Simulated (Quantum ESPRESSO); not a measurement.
# Voltage at the next charge: Mo(110), 5 layers against an electrode

How the rows were computed: Quantum ESPRESSO 7.5, LDA, GBRV ultrasoft; ESM with bc3, a metal electrode 5.03 Å above the top atoms; cell area 7.016 Å²; ions fixed. V is the potential energy of an electron at the electrode over the slab's Fermi level, divided by e, so that it equals the work function at zero charge; positive charge removes electrons.

| charge (e a cell) | V (V) |
| --- | --- |
| 0 | 4.851 |
| 0.0105 | 5.683 |
| 0.021 | 6.530 |

One more run was made and is withheld. What is V at a charge of 0.0421 e, and what capacitance do the rows imply?

**Worked estimate.** The last two rows give dV/dq = (6.530 − 5.683)/(0.021 − 0.0105) = 80.7 V/e, so C = 1602/(7.016 × 80.7) = 2.83 µF/cm², an effective gap of 8.854/2.83 = 3.13 Å. At constant C, V = 6.530 + 80.7 × 0.0211 = 8.23 V.

What the calculation gave: V = 8.276 V; the estimate misses by −0.04 V, 2.5 % of the step. Over the three intervals C goes 2.88, 2.83 and 2.76 µF/cm²: it falls as electrons leave, the surface charge drawing back towards the atoms.

**Limits.** Vacuum fills the gap; a dielectric or electrolyte would change C. The slab is thin.
